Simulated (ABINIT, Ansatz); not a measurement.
# A GW chain in ABINIT: RbIO3 (R3m)

How does a plane-wave GW calculation on RbIO3 (R3m) run from the first input to the gap?

Calculated with ABINIT 10.8.3; LDA and many-body steps on it, plane waves.

Most raw output is cut from this account.

## 1. The structure

It takes space group R3m (No. 160, trigonal). Conventional cell: a = 6.375 Å, b = 6.375 Å, c = 7.866 Å, α = 90.00°, β = 90.00°, γ = 120.00°. Nearest to Rb lie 12 O at 3.09 to 3.36 Å. Nearest to I lie 3 O at 1.82 Å. O has 2 I at 1.82 to 2.73 Å and 4 Rb at 3.09 to 3.36 Å nearest. Farther neighbours and most contacts between anions are not listed.

The cell and positions are those that the Materials Project relaxed with its own functionals (PBE, PBE+U or r2SCAN), kept fixed. Spin-orbit coupling is left out unless a step names it.

## 2. Ground state

This step: ABINIT 10.8.3; DFT, LDA, plane waves, norm-conserving pseudopotentials.

The ground-state density comes first.

The input, run.abi:

```
acell 3*1.0 Angstrom
rprim 
  3.187728926621 1.840436153888 2.622110720600
  -3.187728926621 1.840436153888 2.622110720600
  -0.000000000000 -3.680872307776 2.622110720600
ntypat 3
znucl 37 53 8
natom 5
typat 1 2 3 3 3
xred 
  0.515642950000 0.515642950000 0.515642950000
  0.001050200000 0.001050200000 0.001050200000
  0.036532590000 0.601941670000 0.036532590000
  0.036532590000 0.036532590000 0.601941670000
  0.601941670000 0.036532590000 0.036532590000
pp_dirpath "pseudos"
pseudos "Rb.upf, I.upf, O.upf"
ecut 36
ngkpt 4 4 4
nshiftk 1
shiftk 0 0 0
kptopt 1
chksymbreak 0
nband 23
occopt 1
tolvrs 1e-10
nstep 60
prtwf 0
optforces 0
optstress 0
indata_prefix "in"
outdata_prefix "out"
tmpdata_prefix "tmp"
```

Started as:

```
OMP_NUM_THREADS=1 mpirun -n 4 abinit run.abi > log
```

The job ended after 62 s (4 MPI ranks of AMD EPYC 7571, shared host; peak memory 0.39 GiB).

Numbers from this step:

```yaml
total_energy: -2437.1486 eV
gap: 2.723 eV
k_of_the_valence_top: 0.5, 0.5, 0.5
k_of_the_conduction_bottom: 0.5, 0.5, 0.5
least_direct_gap: 2.723 eV
```

The gap is direct, at (0.500, 0.500, 0.500).

## 3. Bands along the symmetry lines

Levels along a band path, at the cheap level, show where the edges lie and whether the meshes to come will hold them.

The input, run.abi:

```
acell 3*1.0 Angstrom
rprim 
  3.187728926621 1.840436153888 2.622110720600
  -3.187728926621 1.840436153888 2.622110720600
  -0.000000000000 -3.680872307776 2.622110720600
ntypat 3
znucl 37 53 8
natom 5
typat 1 2 3 3 3
xred 
  0.515642950000 0.515642950000 0.515642950000
  0.001050200000 0.001050200000 0.001050200000
  0.036532590000 0.601941670000 0.036532590000
  0.036532590000 0.036532590000 0.601941670000
  0.601941670000 0.036532590000 0.036532590000
pp_dirpath "pseudos"
pseudos "Rb.upf, I.upf, O.upf"
ecut 36
iscf -2
irdden 1
kptopt 0
nkpt 59
kpt 
  0.00000000 0.00000000 0.00000000
  0.06250000 0.06250000 0.06250000
  0.12500000 0.12500000 0.12500000
  0.18750000 0.18750000 0.18750000
  0.25000000 0.25000000 0.25000000
  0.31250000 0.31250000 0.31250000
  0.37500000 0.37500000 0.37500000
  0.43750000 0.43750000 0.43750000
  0.50000000 0.50000000 0.50000000
  0.50061241 0.49938759 0.50000000
  0.50122482 0.49877519 0.50000000
  0.50183722 0.49816278 0.50000000
  0.50244963 0.49755037 0.50000000
  0.50306204 0.49693796 0.50000000
  0.50367444 0.49632555 0.50000000
  0.50428685 0.49571315 0.50000000
  0.50489926 0.49510074 0.50000000
  0.50000000 -0.49510074 0.49510074
  0.50000000 -0.43321315 0.43321315
  0.50000000 -0.37132555 0.37132555
  0.50000000 -0.30943796 0.30943796
  0.50000000 -0.24755037 0.24755037
  0.50000000 -0.18566278 0.18566278
  0.50000000 -0.12377519 0.12377519
  0.50000000 -0.06188759 0.06188759
  0.50000000 0.00000000 0.00000000
  0.43750000 0.00000000 0.00000000
  0.37500000 0.00000000 0.00000000
  0.31250000 0.00000000 0.00000000
  0.25000000 0.00000000 0.00000000
  0.18750000 0.00000000 0.00000000
  0.12500000 0.00000000 0.00000000
  0.06250000 0.00000000 0.00000000
  0.00000000 0.00000000 0.00000000
  0.06219380 -0.06219380 0.00000000
  0.12438759 -0.12438759 0.00000000
  0.18658139 -0.18658139 0.00000000
  0.24877519 -0.24877519 0.00000000
  0.31096898 -0.31096898 0.00000000
  0.37316278 -0.37316278 0.00000000
  0.43535657 -0.43535657 0.00000000
  0.49755037 -0.49755037 0.00000000
  0.50244963 0.00000000 0.49755037
  0.50214343 0.00000000 0.49785657
  0.50183722 0.00000000 0.49816278
  0.50153102 0.00000000 0.49846898
  0.50122482 0.00000000 0.49877519
  0.50091861 0.00000000 0.49908139
  0.50061241 0.00000000 0.49938759
  0.50030620 0.00000000 0.49969380
  0.50000000 0.00000000 0.50000000
  0.43750000 0.00000000 0.43750000
  0.37500000 0.00000000 0.37500000
  0.31250000 0.00000000 0.31250000
  0.25000000 0.00000000 0.25000000
  0.18750000 0.00000000 0.18750000
  0.12500000 0.00000000 0.12500000
  0.06250000 0.00000000 0.06250000
  0.00000000 0.00000000 0.00000000
istwfk *1
nband 24
nbdbuf 2
tolwfr 1e-08
nstep 40
prtwf 0
prtvol 0
indata_prefix "in"
outdata_prefix "out"
tmpdata_prefix "tmp"
```

Wall time 2.6 min (4 MPI ranks); peak memory 0.45 GiB; 10 min of CPU time.

This step gave:

| Quantity | Value |
| --- | --- |
| gap | 2.723 eV |
| k of the valence top | 0.5, 0.5, 0.5 |
| k of the conduction bottom | 0.5, 0.5, 0.5 |
| least direct gap | 2.723 eV |

The gap is 2.723 eV, as in the run before at this level.

The electronic bands at the labelled points (eV, zero at the top of the highest filled band):

```tsv
point	band 14	band 15	band 16	band 17	band 18	band 19	band 20	band 21
Γ	-1.17	-1.17	-1.17	-1.01	5.32	6.80	6.80	7.15
halfway	-1.09	-1.09	-1.03	-0.75	4.73	4.73	5.47	7.74
T	-0.90	-0.90	-0.48	0.00	2.72	2.72	4.20	8.82
halfway	-0.90	-0.90	-0.48	0.00	2.72	2.72	4.20	8.82
H2	-0.90	-0.90	-0.48	0.00	2.72	2.72	4.20	8.82
jump to H0	-0.90	-0.90	-0.48	0.00	2.72	2.72	4.20	8.82
halfway	-1.43	-1.09	-0.72	-0.40	3.55	4.54	5.64	8.20
L	-1.36	-1.29	-1.04	-0.99	4.19	6.37	6.69	7.46
halfway	-1.42	-1.22	-1.01	-0.96	5.34	6.20	6.54	7.36
Γ	-1.17	-1.17	-1.17	-1.01	5.32	6.80	6.80	7.15
halfway	-1.54	-1.17	-0.96	-0.69	5.05	5.61	6.51	7.26
S0	-1.27	-1.25	-0.61	-0.47	3.37	4.04	6.25	8.21
jump to S2	-1.27	-1.25	-0.61	-0.47	3.37	4.04	6.25	8.21
halfway	-1.27	-1.25	-0.61	-0.47	3.37	4.04	6.25	8.21
F	-1.27	-1.25	-0.61	-0.47	3.37	4.04	6.25	8.21
halfway	-1.45	-1.13	-0.93	-0.86	5.04	5.32	6.36	7.45
Γ	-1.17	-1.17	-1.17	-1.01	5.32	6.80	6.80	7.15
```

## 4. Empty states on the mesh, 2×2×2 mesh, 182 bands

The sums over transitions need many empty states on a uniform mesh; this step solves for them.

The input, run.abi:

```
acell 3*1.0 Angstrom
rprim 
  3.187728926621 1.840436153888 2.622110720600
  -3.187728926621 1.840436153888 2.622110720600
  -0.000000000000 -3.680872307776 2.622110720600
ntypat 3
znucl 37 53 8
natom 5
typat 1 2 3 3 3
xred 
  0.515642950000 0.515642950000 0.515642950000
  0.001050200000 0.001050200000 0.001050200000
  0.036532590000 0.601941670000 0.036532590000
  0.036532590000 0.036532590000 0.601941670000
  0.601941670000 0.036532590000 0.036532590000
pp_dirpath "pseudos"
pseudos "Rb.upf, I.upf, O.upf"
ecut 36
ngkpt 2 2 2
nshiftk 1
shiftk 0 0 0
kptopt 1
chksymbreak 0
iscf -2
irdden 1
istwfk *1
nband 182
nbdbuf 16
tolwfr 1e-09
nstep 60
prtvol 0
indata_prefix "in"
outdata_prefix "out"
tmpdata_prefix "tmp"
```

It took 5.1 min on 4 MPI ranks; peak memory 0.44 GiB; 20 min of CPU time.

This step gave:

```yaml
gap: 2.723 eV
k_of_the_valence_top: 0.5, 0.5, 0.5
k_of_the_conduction_bottom: 0.5, 0.5, 0.5
least_direct_gap: 2.723 eV
k_points_computed: 4
lowest_point_of_the_top_converged_band_above_the_valence_top: 72.2612 eV
```

On this mesh the gap is 2.723 eV.

## 5. Screening, 2×2×2 mesh, 166 bands, screening to 176.9 eV

The RPA dielectric matrix is built and inverted for each q.

This step: RPA screening on LDA, plane waves, norm-conserving pseudopotentials.

run.abi, as its differences from that of step 4:

```diff
@@ -23,10 +23,11 @@
 chksymbreak 0
-iscf -2
-irdden 1
 istwfk *1
-nband 182
-nbdbuf 16
-tolwfr 1e-09
-nstep 60
-prtvol 0
+occopt 1
+irdwfk 1
+optdriver 3
+nband 166
+ecuteps 6.5
+inclvkb 2
+awtr 1
+symchi 1
 indata_prefix "in"
```

It took 83 s on 4 MPI ranks; peak memory 1.2 GiB; 5.5 min of CPU time.

Numbers from this step:

```yaml
eps_infinity_with_local_fields_on_this_mesh_along_the_program_s_q_direction: 3.983
the_same_without_local_fields: 4.715
plasma_frequency: 22.54 eV
plane_waves_in_the_screening_matrix: 467
```

Local fields lower ε∞ by 16 %. On a Γ-centred mesh this coarse the value itself is usually too large, while a short band sum pulls it down.

## 6. Self-energy, 2×2×2 mesh, 166 bands, screening to 176.9 eV

The self-energy is evaluated for the states that the input lists, and the levels follow from it, in one-shot runs by the linearised quasiparticle equation.

This step: G0W0 on LDA, plane waves, norm-conserving pseudopotentials.

run.abi, as its differences from that of step 5:

```diff
@@ -26,8 +26,17 @@
 irdwfk 1
-optdriver 3
+optdriver 4
 nband 166
+gwcalctyp 0
+ecutsigx 36
+symsigma 1
+nkptgw 2
+kptgw 
+  0.5000000000 0.5000000000 0.5000000000
+  0.0000000000 0.0000000000 0.0000000000
+bdgw 
+  16 19
+  14 20
 ecuteps 6.5
-inclvkb 2
-awtr 1
-symchi 1
+irdscr 1
+ppmodel 1
 indata_prefix "in"
```

Run time: 55 s. Hardware: 4 MPI ranks; peak memory 1.1 GiB.

Numbers from this step:

* G0W0 gap on the points computed: 4.564 eV
* starting gap on the mesh: 2.723 eV
* k of the valence top: 0.5, 0.5, 0.5
* k of the conduction bottom: 0.5, 0.5, 0.5
* Z at the valence top: 0.787
* Z at the conduction bottom: 0.812
* least direct G0W0 gap on the computed points: 4.564 eV

The gap on the mesh goes from 2.72 eV to 4.56 eV, a correction of +1.84 eV.

Limits: finite bands, cutoff and mesh; no spin-orbit coupling; coarse k mesh. v1 is the top filled band, c1 the lowest empty one. The levels before and after the correction (eV, zero at the valence-band top of each column):

```tsv
	conduction bottom	valence top
Kohn-Sham	2.72	0.00
G0W0	4.56	0.00
```

```tsv
	level	energy (eV)
Kohn-Sham	(0.5 0.5 0.5) v2	-0.481
Kohn-Sham	(0.5 0.5 0.5) v1	0.000
Kohn-Sham	(0.5 0.5 0.5) c1-c2	2.723
G0W0	(0.5 0.5 0.5) v2	-0.330
G0W0	(0.5 0.5 0.5) v1	0.000
G0W0	(0.5 0.5 0.5) c1-c2	4.564
```

## 7. Where the time went

Times are wall times on 4 MPI ranks of AMD EPYC 7571, shared host, good to a factor of about two.

```tsv
step	time	share	memory (GiB)
ground state	62 s	9 %	0.39
bands along the symmetry lines	2.6 min	24 %	0.45
empty states on the mesh	5.1 min	46 %	0.44
screening	83 s	12 %	1.2
self-energy	55 s	8 %	1.1
```

## 8. Outcome

* LDA gap: 2.72 eV, direct
* G0W0 gap on the mesh: 4.56 eV
* GW settings: 2×2×2 mesh, 166 bands, screening to 176.9 eV, Godby-Needs plasmon pole
* known limits: not at the basis limit; no spin-orbit coupling; coarse k mesh

In words: G0W0 moves the gap on the mesh from 2.72 eV to 4.56 eV (+1.84 eV), with Z of 0.79 and 0.81 at the edges. Local fields lower the RPA ε∞ on this mesh from 4.71 to 3.98; a Γ-centred mesh this coarse tends to raise both, most where the direct gap is narrow, while a short band sum lowers them. Only 2 of the mesh's irreducible points were corrected, so a valley elsewhere could overtake. The dearest step here is «empty states on the mesh». Bands and cutoff are finite, so the gap is not at the basis limit. The miss can reach some tenths of an eV and take either sign; the mesh is an error of its own. In the G0W0 run levels were corrected at 2 k points alone, so a gap called «on the mesh» is the least over those, and an edge elsewhere would be missed. The 2×2×2 mesh is coarse for this cell, which bears on the long-range parts of exchange and screening. The many-body steps are scalar-relativistic: spin-orbit coupling is not in them.

[Paths, hosts, dates, memory and timing lines, banners, echoed tables and standing remarks are left out of the program output.]

[Logs are printed without paths, hosts, clocks, repeated set-up lines and the standing remarks that a program may print on its own settings, such as how far it seeks lower states.]

[Runs of the session that timed out or met a known fault of the program may be left out.]

[Hosts, paths, dates, database ids (printed as entryN), source tags and the programs' standing remarks are cut or masked in the printed files.]

[G0W0 gaps are taken among the corrected bands and points alone; a level outside them can change the order at an edge.]

[Where Ansatz stands beside ABINIT at settings called matched, ABINIT's density can come from a denser mesh and the files from another edition; pairs whose starting gaps differed by over 0.03 eV were left out, so agreement reads better than it is.]
